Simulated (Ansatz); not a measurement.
## Lattice dynamics of LiSc3 (built on the sites of a database entry of LiAl3)

The cell of LiSc3 (built on the sites of a database entry of LiAl3) is at rest. What are its phonons? After the zone centre comes a 4×4×4 q mesh on a 12×12×12 k mesh.

Program: Ansatz 0.2.0. Level of theory: DFT PBEsol, scalar-relativistic, plane waves, PAW. Results are calculated unless marked as measured.

The structure was built from a prototype and need not be the compound's stable phase.

### Step 1. The starting structure

It takes space group Pm-3m (No. 221, cubic). Conventional cell: a = 4.476 Å, b = 4.476 Å, c = 4.476 Å, α = 90.00°, β = 90.00°, γ = 90.00°. Nearest to Li lie 12 Sc at 3.16 Å. Sc has 4 Li at 3.16 Å and 8 Sc at 3.16 Å nearest. Farther neighbours are not listed.

### Step 2. Linear response at the zone centre

The cell comes from relaxations at this level that are not shown. The zone centre comes first: it holds the modes that light can see, as far as symmetry allows. No field response is asked, since the mesh shows no gap.

input.yaml

```yaml
crystal:
  lattice:
    - [4.4755295906, 0.0, 0.0]
    - [0.0, 4.4755295906, 0.0]
    - [0.0, 0.0, 4.4755295906]
  atoms:
    - { symbol: Li, position: [0.0, 0.0, 0.0] }
    - { symbol: Sc, position: [0.5, 0.5, 0.0] }
    - { symbol: Sc, position: [0.5, 0.0, 0.5] }
    - { symbol: Sc, position: [0.0, 0.5, 0.5] }
kpoints:
  mp_grid: { grid: [12, 12, 12] }
hamiltonian:
  xc: pbesol
scf:
  occupations: { method: methfessel_paxton, width: 0.2 }
output:
  eigenvalues: true
phonons:
  method: dfpt
```

Run with:

```sh
ansatz run input.yaml --threads 4 --pin off --max-ram 14336MiB --backend cpu --events-out ev --progress --plain --runs-dir out
```

Numbers of over 12 decimals in the logs are rounded to 6 here.

Output:

```text
zone centre: on kpoints.mp_grid the ground state, and the responses unless they are solved on pairs of k-points, stand on 343 of the mesh's 1728 k-points, reduced under 8 symmetry operations, with k and −k counted as one. Each operation leaves every solved displacement unchanged or reverses it
Engine: ansatz 0.2.0, aarch64-unknown-linux-gnu
Pseudopotentials: kind: paw
Pseudopotential: Li, paw, valence charge 3, recommended cutoff 420 eV (normal), Li.paw.azcp
Pseudopotential: Sc, paw, valence charge 11, recommended cutoff 420 eV (normal), Sc.paw.azcp
Functional definition: PBEsol
  exchange = pbesol_x
  correlation = pbesol_c
Crystal: 4 atoms, lattice volume = 89.646 Å³
Basis set: ecut = 420 eV, 1743 PW (Γ), exchange–correlation on 60×60×60 points (8 copies of the dense FFT grid, shifted against one another)
Bands: 22, of which v1, the nominal top of the filled ones, is band 18 counted from 1 (17 counted from 0)
Symmetry: 48 space group operations
k-points: 343 of 1728 (irreducible under 8 space group operations)
Non-local potential: Li, projectors of the file, l = 0: 3, l = 1: 2, l = 2: 1
Non-local potential: Sc, projectors of the file, l = 0: 3, l = 1: 2, l = 2: 3, l = 3: 1
PAW form: soft (Blöchl's): semilocal exchange-correlation on the pseudo side does not see the compensation charge
PAW frozen core: Sc, regenerated for the run's functional, and the local potential with it (the file was generated under x = pbe(κ = 0.804, μ = 0.219515), c = pbe(β = 0.066725))
PAW one-centre angular grid: Li, 110 points (default); XC on 64 Gauss nodes
PAW one-centre angular grid: Sc, 590 points (default); XC on 64 Gauss nodes
Initial density: superposition of atomic densities (neutral atoms: chi_scale 0, normalization atom), corrected by the library's trained network
Initial wavefunctions: pseudopotential atomic-orbital guess
Functional: x = pbesol(κ = 0.804, μ = 0.123457), c = pbesol(β = 0.046)
SCF iter   1: F=—  HF=-6536.180653 eV  |F-HF|=—  |Δ(HF+E_count)|=         —  Δρ=4.67e-3  dr2=2.70e-2  ethr=1.77e-3  ⟨swp⟩=3.6  Hψ=62838  notcnv=0
automatic band count: the SCF goes on with 26 bands, as 22 were too few: they end inside the smearing window of the response
preconditioner: auto → Kerker (q_TF=auto, 2.343 Å⁻¹)  [metal: Δε(μ)=0.007 eV  Ē_g=2.683 eV  σ=0.200 eV  W_gap=0.03  n_scr=18 (ndim 8)  ℏωp=12.4 eV  f_vac=0.000  D(μ)=9.57/eV (n_scr^D=122)]
SCF iter   2: F=—  HF=-6536.174060 eV  |F-HF|=—  |Δ(HF+E_count)|=   6.59e-3  S|Δr|=    0.00e0  Δρ=2.13e-3  dr2=5.68e-3  ethr=7.49e-5  ⟨swp⟩=1.0  Hψ=11662  notcnv=0  defer=2
SCF iter   3: F=—  HF=-6536.172711 eV  |F-HF|=—  |Δ(HF+E_count)|=   1.35e-3  S|Δr|=    0.00e0  Δρ=6.11e-4  dr2=4.25e-4  ethr=1.58e-5  ⟨swp⟩=2.2  Hψ=10987  notcnv=0  defer=2
SCF iter   4: F=—  HF=-6536.172612 eV  |F-HF|=—  |Δ(HF+E_count)|=   9.98e-5  S|Δr|=    0.00e0  Δρ=1.02e-4  dr2=1.78e-5  ethr=1.18e-6  ⟨swp⟩=2.0  Hψ=9550  notcnv=0  defer=2
SCF iter   5: F=—  HF=-6536.172609 eV  |F-HF|=—  |Δ(HF+E_count)|=   2.72e-6  S|Δr|=    0.00e0  Δρ=2.76e-5  dr2=7.14e-7  ethr=4.95e-8  ⟨swp⟩=2.0  Hψ=10312  notcnv=0  defer=2
SCF iter   6: F=—  HF=-6536.172610 eV  |F-HF|=—  |Δ(HF+E_count)|=   8.19e-7  S|Δr|=    0.00e0  Δρ=8.08e-6  dr2=8.04e-8  ethr=1.98e-9  ⟨swp⟩=2.8  Hψ=15293  notcnv=0  defer=2
SCF iter   7: F=—  HF=-6536.172610 eV  |F-HF|=—  |Δ(HF+E_count)|=   1.60e-8  S|Δr|=    0.00e0  Δρ=1.61e-6  dr2=2.43e-9  ethr=2.23e-10  ⟨swp⟩=2.0  Hψ=13558  notcnv=0  defer=2
SCF iter   8: F=—  HF=-6536.172610 eV  |F-HF|=—  |Δ(HF+E_count)|=  4.49e-10  S|Δr|=    0.00e0  Δρ=2.76e-7  dr2=8.42e-11  ethr=6.76e-12  ⟨swp⟩=2.0  Hψ=13723  notcnv=0  defer=2
SCF iter   9: F=-6536.172610 eV  HF=-6536.172610 eV  |F-HF|=0.00e0  |Δ(HF+E_count)|=  1.82e-12  S|Δr|=    0.00e0  Δρ=3.12e-8  dr2=7.73e-13  ethr=1.00e-12  ⟨swp⟩=6.1  Hψ=33407  notcnv=0
SCF 1 converged in 9 iterations: F = -6536.172610 eV  dr2 = 7.73e-13
  greatest PAW one-centre occupation: 1.000 electrons in one spin orbital (limit 2), on the Li atom at site 0 (counted from 0), in its partial waves of l = 0
DFPT response loops at Γ: preconditioner auto → Kerker (q_TF=auto, 2.343 Å⁻¹) (partly filled bands, converged f_vac=0.000); β = 1.00, the filter's whole step (`scf.mixing.beta` (0.50) is not read by the response loops under this deck's `scf.mixing.preconditioner`; to damp them name `kerker` or `kerker_dos`, under which they read `scf.mixing.beta`, and type it under 1.00, their step now; both keys bind the ground state too); Broyden in place of MSR1
SCF converged after 9 iterations
Stability not checked: this state was not tested for a lower state beside it, because cold or Methfessel-Paxton smearing, or corrected tetrahedra, fill the levels in a way that the test cannot read (fill_not_monotonic; see scf.lower_state_search)
Free energy (F): -6536.172610 eV
Harris-Foulkes:  -6536.172610 eV  (|F-HF|=0.00e0)
Internal energy: -6536.157870 eV  (E = F + TS)
E sigma→0 (E₀):  -6536.168925 eV
Entropy (-TS):   -0.014740 eV (-3.685 meV/atom)
Fermi energy:    7.904955 eV
--- Per-component energies (eV) ---
  E_band       = -617.704524
  E_kinetic    = 802.900286
  E_local      = -2839.780432  (includes V_loc(G=0)·N_el)
  E_nonlocal   = 222.087283
  E_hartree    = 977.234757
  E_xc         = -318.762758
  E_vxc        = -396.937051  (∫ρ·V_xc dr)
  E_paw        = -2816.385792  (= ΣΔE_a)
  E_vpaw       = -360.444169  (= ΣTr[D̂ρ^β])
  E_aug_tail   = 0.000041  (compensation charges beyond the density's cutoff)
  E_ewald      = -2563.838330
  E_core_change = 0.387075  (= ΣΔE_core)
  E_smearing   = -0.014740  (= −TS)
  E_closure    = 0.000000  (closes the sum)
  Σ components = -6536.172610   (vs F -6536.172610, Δ=0.00e0)
--- Band table (eV; the first three rows and the last of 343) ---
  k-point 0: bands = [... 14 lower, 6.1391, 7.3009, 7.3009, 7.6661, 7.6661, 7.6661, 9.8382, 9.8382, ... 4 higher]
  k-point 1: bands = [... 14 lower, 6.1680, 7.2325, 7.3548, 7.6804, 7.6804, 7.6859, 9.6773, 9.6773, ... 4 higher]
  k-point 2: bands = [... 14 lower, 6.2365, 7.0406, 7.5120, 7.7209, 7.7209, 7.7424, 9.4130, 9.4130, ... 4 higher]
  k-point 342: bands = [... 14 lower, 6.6218, 6.6218, 6.6218, 8.1147, 8.1147, 8.1147, 8.2540, 9.2752, ... 4 higher]
--- Phonons (Γ-DFPT): 3 representative perturbations + reference, on 343 of 1728 k-points (Σ response iterations 9) ---
  k mesh reduced under 8 symmetry operations, with k and −k counted as one. Each operation leaves every solved displacement unchanged or reverses it
  ASR residual: 2.155e-5 → 0.000e0 eV/Å²; symmetrization residual: 1.604e-6 eV/Å²
  ASR residual per site (eV/Å²): 4.43e-6 2.16e-5 2.16e-5 2.16e-5
  Γ frequencies (cm⁻¹): 0.00 0.00 0.00 133.40 133.40 133.40 236.50 236.50 236.50 320.18 320.18 320.18
  non-analytic LO–TO correction: not included (Born effective charges unavailable; polar crystals: no LO–TO splitting at Γ)
```

The job ended after 63 s (4 threads of Arm Neoverse V2, shared host; peak memory 2.8 GiB).

The column dr2 measures how far the density is from self-consistency, as an energy; F and HF (Harris–Foulkes) agree once it is small.

Numbers from this step:

```yaml
volume_per_atom: 22.41 Å³
gap_on_the_k_mesh: 0 eV
sum_rule_residual_before_enforcement: 2.16e-5 eV/Å²
point_group: m-3m
highest_optical_mode_at_the_zone_centre_no_lo_to_term: 320.2 cm⁻¹
lowest_optical_zone_centre_mode: 133.4 cm⁻¹
```

Patterns of degenerate modes are one choice out of their space. Modes at Γ, with each element's share of the kinetic energy:

```csv
mode,frequency (cm⁻¹),symmetry,Li %,Sc %
1,0.0,acoustic,5,95
2,0.0,acoustic,5,95
3,0.0,acoustic,5,95
4,133.4,T2u,0,100
5,133.4,T2u,0,100
6,133.4,T2u,0,100
7,236.5,T1u,0,100
8,236.5,T1u,0,100
9,236.5,T1u,0,100
10,320.2,T1u,95,5
11,320.2,T1u,95,5
12,320.2,T1u,95,5
```

Displacements in mode 5 (133.4 cm⁻¹), the largest set to 1:
```
Li1  0.00  0.00  0.00
Sc2 -0.10  0.00  0.00
Sc3  0.10  0.00  1.00
Sc4  0.00  0.00 -1.00
```

Displacements in mode 11 (320.2 cm⁻¹), the largest set to 1:
```
Li1  1.00  0.00  0.00
Sc2 -0.06  0.00  0.00
Sc3 -0.06  0.00  0.00
Sc4 -0.04  0.00  0.00
```

Before it was imposed, the acoustic sum rule was missed by 2.2e-5 eV/Å². Small misses are needed for a sound result but don't prove that mesh and cutoff are converged. The lowest optical mode is real, 133 cm⁻¹.

### Step 3. The dispersion

Stability and thermal properties need the whole zone. Linear response on a 4×4×4 q mesh gives force constants as far as a supercell of that size would.

input.yaml, as its differences from that of step 2:

```diff
@@ -20 +20,8 @@
   method: dfpt
+  qmesh: [4, 4, 4]
+  temperatures: { t_max: 1000, t_step: 50 }
+  qpath:
+    path:
+      - [[0.0, 0.0, 0.0], [0.0, 0.5, 0.0], [0.5, 0.5, 0.0], [0.0, 0.0, 0.0], [0.5, 0.5, 0.5], [0.0, 0.5, 0.0]]
+      - [[0.5, 0.5, 0.5], [0.5, 0.5, 0.0]]
+    npoints: 10
```

Output:

```text
[...]
Crystal: 4 atoms, lattice volume = 89.646 Å³
Basis set: ecut = 420 eV, 1743 PW (Γ), exchange–correlation on 60×60×60 points (8 copies of the dense FFT grid, shifted against one another)
Bands: 22, of which v1, the nominal top of the filled ones, is band 18 counted from 1 (17 counted from 0)
[... 1 set-up line as in the run before ...]
k-points: 84 of 1728
[...]
SCF iter   1: F=—  HF=-6536.180666 eV  |F-HF|=—  |Δ(HF+E_count)|=         —  Δρ=4.67e-3  dr2=2.69e-2  ethr=1.77e-3  ⟨swp⟩=3.6  Hψ=15319  notcnv=0
[...]
SCF iter   9: F=-6536.172610 eV  HF=-6536.172610 eV  |F-HF|=0.00e0  |Δ(HF+E_count)|=  1.82e-12  S|Δr|=    0.00e0  Δρ=3.14e-8  dr2=7.68e-13  ethr=1.00e-12  ⟨swp⟩=6.2  Hψ=8240  notcnv=0
SCF 1 converged in 9 iterations: F = -6536.172610 eV  dr2 = 7.68e-13
[...]
iter 1 solved again at ethr=8.85e-8 eV; its pass at ethr=3.10e-3 eV (dr2=3.19e-5 eV) is discarded
SCF iter   1: F=—  HF=-6536.172609 eV  |F-HF|=—  |Δ(HF+E_count)|=         —  Δρ=8.24e-7  dr2=7.48e-10  ethr=8.85e-8  ⟨swp⟩=3.2  Hψ=11650  notcnv=0
eigensolver tolerance schedule: the retry pair's looser diagonalisation over-reported the residual by 42596.49 of it (diagonalisation noise at an unbounded share of the residual, at the tolerance the schedule requests for it); recorded, not acted on — ethr = c·dr2/N_el stays at c = 1.0e-1
[...]
SCF iter   2: F=—  HF=-6536.172610 eV  |F-HF|=—  |Δ(HF+E_count)|=   1.01e-6  S|Δr|=    0.00e0  Δρ=4.45e-7  dr2=2.19e-10  ethr=2.08e-12  ⟨swp⟩=2.7  Hψ=3688  notcnv=0
[...]
SCF iter   5: F=-6536.172610 eV  HF=-6536.172610 eV  |F-HF|=6.37e-12  |Δ(HF+E_count)|=  9.09e-13  S|Δr|=    0.00e0  Δρ=8.12e-8  dr2=7.62e-12  ethr=1.00e-12  ⟨swp⟩=1.9  Hψ=2397  notcnv=0
SCF 2 converged in 5 iterations: F = -6536.172610 eV  dr2 = 7.62e-12
phonons: the bands overlap, so this run is a metal and interpolates without the dipole-dipole term. If the crystal is really an insulator or semiconductor, its LO-TO splitting is missing
NSCF: frozen V_eff on 84 k-points
[...]
DFPT response loops at q = (0, 0, 0) (fractional): preconditioner auto → Kerker (q_TF=auto, 2.343 Å⁻¹) (partly filled bands, converged f_vac=0.000); β = 1.00, the filter's whole step (`scf.mixing.beta` (0.50) is not read by the response loops under this deck's `scf.mixing.preconditioner`; to damp them name `kerker` or `kerker_dos`, under which they read `scf.mixing.beta`, and type it under 1.00, their step now; both keys bind the ground state too); Broyden in place of MSR1
[...]
SCF converged after 9 iterations
[...]
Free energy (F): -6536.172610 eV
[...]
Internal energy: -6536.157870 eV  (E = F + TS)
E sigma→0 (E₀):  -6536.168925 eV
Entropy (-TS):   -0.014740 eV (-3.685 meV/atom)
Fermi energy:    7.904955 eV
[...]
--- Band table (eV; the first three rows and the last of 84) ---
  k-point 0: bands = [... 14 lower, 6.1391, 7.3009, 7.3009, 7.6661, 7.6661, 7.6661, 9.8382, 9.8382, ... 4 higher]
  k-point 1: bands = [... 14 lower, 6.1680, 7.2325, 7.3548, 7.6804, 7.6804, 7.6859, 9.6773, 9.6773, ... 4 higher]
  k-point 2: bands = [... 14 lower, 6.2365, 7.0406, 7.5120, 7.7209, 7.7209, 7.7424, 9.4130, 9.4130, ... 4 higher]
  k-point 83: bands = [... 14 lower, 6.6218, 6.6218, 6.6218, 8.1147, 8.1147, 8.1147, 8.2540, 9.2752, ... 4 higher]
--- Phonons (Γ-DFPT): 3 representative perturbations + reference (Σ response iterations 9) ---
  ASR residual: 2.145e-5 → 0.000e0 eV/Å²; symmetrization residual: 1.750e-6 eV/Å²
  ASR residual per site (eV/Å²): 3.98e-6 2.15e-5 2.15e-5 2.15e-5
[...]
--- Phonons (arbitrary-q DFPT): 10 irreducible q on the 4×4×4 mesh ---
  q = [0.0000, 0.0000, 0.0000] (star 1, of the zone-centre solve; hermiticity 5.49e-7, symmetrization 1.59e-12): -0.00 -0.00 0.00 133.40 133.40 133.40 236.50 236.50 236.50 320.18 320.18 320.18
  q = [0.0000, 0.0000, 0.2500] (star 6, 7 solved perturbations in 3612 linear systems a pass and spin channel, the states on 588 of 1728 k-point pairs; hermiticity 4.36e-7, symmetrization 1.71e-12): 49.65 49.65 64.87 114.20 126.48 126.48 207.74 215.18 215.18 318.27 318.27 319.48
[...]
q = [0.0000, 0.2500, -0.5000] (star 12, 12 solved perturbations on 588 of 1728 k-point pairs; hermiticity 4.91e-7, symmetrization 1.81e-13): -36.86 71.28 90.74 100.71 107.89 146.14 156.31 172.17 197.75 312.45 313.69 314.61
[...]
sum rule: each row above includes the acoustic sum rule's correction from the zone centre's row sums; it moved no ω² by more than (0.39 cm⁻¹)²
  mesh force constants: q→R imaginary residual 7.00e-19; ASR residual 2.145e-5 → 0.000e0 eV/Å²; symmetrization residual 4.441e-15 eV/Å²
  interpolated dispersion: 62 rows × 12 modes
  density of states and harmonic sums: on the 16×16×16 q-mesh, interpolated from the force constants of a 4×4×4 supercell (no non-analytic term)
  largest difference from the sums on the solved wave vectors: F 1.38e-1 eV, S 1.79e-4 and C_V 4.09e-5 eV/K
  zero-point energy: 0.122017 eV/cell   skipped modes (ω ≤ 0): 211, of them read as no rigid motion or as one in doubt: 208 (1.263e0 modes/cell left out, lowest -127.30 cm⁻¹)   left out of the sums: 1.05e-1 of the cell's modes: C_V's classical limit lies that fraction below 3 k_B per atom; for a crystal, a wire or a layer, F and S can be off by more, and a phonons.interpolated_qmesh denser along its periods is the remedy for the sampling
```

Elapsed: 28 min, on 4 threads; peak memory 8.5 GiB; 1.9 h of CPU time.

This step gave:

| Item | Value |
| --- | --- |
| sum-rule residual before enforcement | 2.15e-5 eV/Å² |
| lowest frequency on the path | -127.3 cm⁻¹ |
| highest frequency on the path or at a solved wavevector | 320.2 cm⁻¹ |
| lowest mode on the q mesh (acoustic modes at Γ apart) | -127.3 cm⁻¹ |

Frequencies (cm⁻¹) solved at each irreducible wavevector; negative means imaginary. Frequencies by wavevector, by row:

```csv
q in reciprocal lattice units,star,mode 1,mode 2,mode 3,mode 4,mode 10,mode 11,mode 12
0 0 0,1,0,0,0,133.4,320.2,320.2,320.2
0 0 0.25,6,49.6,49.6,64.9,114.2,318.3,318.3,319.5
0 0 -0.5,3,87.8,87.8,102.8,106,317.7,317.7,317.9
0 0.25 0.25,12,-29.5,67,80.3,104.1,314.5,316.4,317.3
0 0.25 -0.5,12,-36.9,71.3,90.7,100.7,312.4,313.7,314.6
0 -0.5 -0.5,3,-61.1,93.4,93.4,101.2,309.8,310.8,310.8
0.25 0.25 0.25,8,-35.5,-35.5,-19.5,122.3,309.9,309.9,312.5
0.25 0.25 -0.5,12,-75.4,-48.2,-41.6,101.7,305.4,307.7,308.8
0.25 -0.5 -0.5,6,-99.1,-85.5,-85.5,101,301.9,302,302
-0.5 -0.5 -0.5,1,-127.3,-127.3,-127.3,100.2,294.1,294.1,294.1
```

Interpolated from a 4×4×4 q mesh. Phonon branches along the path, in cm⁻¹:

```csv
point,branch 1,branch 2,branch 3,branch 4,branch 9,branch 10,branch 11,branch 12
Γ,0,0,0,133,236,320,320,320
halfway,50,50,65,114,215,318,318,320
X,88,88,103,106,192,318,318,318
halfway,-37,71,91,101,198,312,314,315
M,-61,93,93,101,207,310,311,311
halfway,-30,67,80,104,214,314,316,317
Γ,0,0,0,133,236,320,320,320
halfway,-36,-36,-20,122,224,310,310,312
R,-127,-127,-127,100,250,294,294,294
halfway,-75,-48,-42,102,219,305,308,309
X,88,88,103,106,192,318,318,318
jump to R,-127,-127,-127,100,250,294,294,294
halfway,-99,-86,-86,101,231,302,302,302
M,-61,93,93,101,207,310,311,311
```

The phonon density of states has structure finer than the step of the table below, so its rows give means over 20 cm⁻¹, whole bins alone (the curve runs from -128 to 322 cm⁻¹). Peaks (cm⁻¹: height): 102.5: 0.0871, 122.5: 0.0714, 167.5: 0.0711, 312.5: 0.213.

Tetrahedra on a 16×16×16 mesh, mean over bins of 5 cm-1. Interpolated from a 4×4×4 q mesh. Table of phonon density of states by wavenumber; means over each step:

```csv
wavenumber (cm⁻¹),phonon density of states (1/cm⁻¹/cell)
-100,0.00772
-80,0.0111
-60,0.0155
-40,0.0111
-20,0.00890
0,0.00915
20,0.0101
40,0.0162
60,0.0271
80,0.0270
100,0.0452
120,0.0571
140,0.0431
160,0.0617
180,0.0277
200,0.0292
220,0.0328
240,0.00591
260,8.4e-5
280,5.2e-5
300,0.0534
```

The partial phonon density of states has structure finer than the step of the table below, so its rows give means over 20 cm⁻¹, whole bins alone (the curve runs from -136 to 340 cm⁻¹). Peaks (cm⁻¹: height): Li 312.9: 0.190; Sc -54.9: 0.0178, 67.7: 0.0361, 103.6: 0.0678, 124.5: 0.0747, 166.4: 0.0684, 208.2: 0.0398.

Phonopy on the run's constants, 13x13x13 mesh, Gaussian sigma 3.4 cm-1. Interpolated from a 4×4×4 q mesh. The partial phonon density of states by wavenumber; means over each step; values in 1/cm⁻¹/cell:

```csv
wavenumber (cm⁻¹),Li,Sc
-120,0,0.00352
-100,5.6e-6,0.00820
-80,2.5e-5,0.0110
-60,9.3e-5,0.0163
-40,1.7e-4,0.0116
-20,1.7e-4,0.00856
0,1.3e-4,0.00443
20,2.5e-4,0.00971
40,3.9e-4,0.0189
60,3.6e-4,0.0250
80,2.3e-4,0.0267
100,1.8e-4,0.0470
120,2.5e-4,0.0571
140,2.5e-4,0.0421
160,4.5e-4,0.0618
180,1.0e-4,0.0271
200,3.4e-5,0.0295
220,2.0e-5,0.0322
240,3.3e-6,0.00631
260,0,1.1e-4
280,2.1e-4,2.7e-6
300,0.0526,9.1e-4
320,0.0941,0.00220
```

Symmetry leaves 10 wavevectors to solve. The lowest mode among them, the acoustic zeros apart, lies at q = (-0.5, -0.5, -0.5) and is imaginary, 127.3i cm⁻¹, so the energy falls along it.

### Step 4. Another isotope

An isotope changes the mass and not the force constants, so no new electronic calculation is needed; the shifts show which modes move this element.

The same force constants with the mass of Li changed from 6.940 to 6.015 u (phonopy, no LO-TO term). Both lists are sorted by frequency; levels can cross, so a row need not hold one and the same mode. Modes under 3 cm⁻¹ are left out. Isotope shifts, by row, the first 40 of 45 rows:

```csv
q,rank,natural mass (cm⁻¹),changed mass (cm⁻¹)
0 0 0,4,133.4,133.4
0 0 0,5,133.4,133.4
0 0 0,6,133.4,133.4
0 0 0,7,236.5,236.5
0 0 0,8,236.5,236.5
0 0 0,9,236.5,236.5
0 0 0,10,320.2,342.8
0 0 0,11,320.2,342.8
0 0 0,12,320.2,342.8
0 0 0.25,1,49.65,49.76
0 0 0.25,2,49.65,49.76
0 0 0.25,3,64.87,65
0 0 0.25,4,114.2,114.2
0 0 0.25,5,126.5,126.5
0 0 0.25,6,126.5,126.5
0 0 0.25,7,207.7,207.8
0 0 0.25,8,215.2,215.2
0 0 0.25,9,215.2,215.2
0 0 0.25,10,318.3,341
0 0 0.25,11,318.3,341
0 0 0.25,12,319.5,342.5
0 0 -0.5,1,87.79,87.79
0 0 -0.5,2,87.79,87.79
0 0 -0.5,3,102.8,102.8
0 0 -0.5,4,106,106.2
0 0 -0.5,5,106,106.2
0 0 -0.5,6,111.8,111.8
0 0 -0.5,7,165.5,165.5
0 0 -0.5,8,192.1,192.1
0 0 -0.5,9,192.1,192.1
0 0 -0.5,10,317.7,340.7
0 0 -0.5,11,317.7,340.7
0 0 -0.5,12,317.9,341.5
0 0.25 0.25,1,-29.52,-29.59
0 0.25 0.25,2,67.01,67.11
0 0.25 0.25,3,80.33,80.35
0 0.25 0.25,4,104.1,104.2
0 0.25 0.25,5,121.5,121.5
0 0.25 0.25,6,136.1,136.2
0 0.25 0.25,7,175,175
```

A mode of this element alone would shift by +7.41 %. The highest zone-centre frequency without the field goes from 320.2 to 342.8 cm⁻¹ (+7.1 %). The product of the frequency ratios over all optical modes at Γ is 1.227; the product rule, (m/m′)^(3k/2) (M′/M)^(3/2) with k = 1 such atoms and M the mass of the cell, gives 1.227.

### Step 5. Summary of results

```json
{"space group (within 0.01 Å)": "Pm-3m", "volume per atom": "22.4 Å³", "electronic character": "no gap on this mesh", "highest optical mode at the zone centre (no LO-TO term)": "320 cm⁻¹", "lowest optical zone-centre mode": "133 cm⁻¹", "lowest mode on the q mesh (acoustic modes at Γ apart)": "-127 cm⁻¹", "highest frequency on the path or at a solved wavevector": "320 cm⁻¹", "imaginary modes on the 4×4×4 q mesh": "yes"}
```

**Reading.** Modes are clearly imaginary (beyond 10i cm⁻¹) at 7 of the 10 irreducible wavevectors, most at q = (-0.5, -0.5, -0.5) (127.3i cm⁻¹), so this structure is not a minimum of the energy. The optical modes at Γ span 133 to 320 cm⁻¹. The highest mode in this list at Γ, 320.2 cm⁻¹, is mostly motion of Li (95 % of the kinetic energy). With no gap, or one that is small against the smearing, the frequencies hang on the k mesh and the smearing, most of all near Kohn anomalies. The starting cell was built on a prototype and not taken from a measurement, so the phase need not exist. These are harmonic frequencies at zero temperature: anharmonic shifts, linewidths and thermal expansion are left out.

[Logs are printed without paths, hosts, clocks, repeated set-up lines and the standing remarks that a program may print on its own settings, such as how far it seeks lower states.]

[Hosts, paths, dates, database ids (printed as entryN), source tags and the programs' standing remarks are cut or masked in the printed files.]
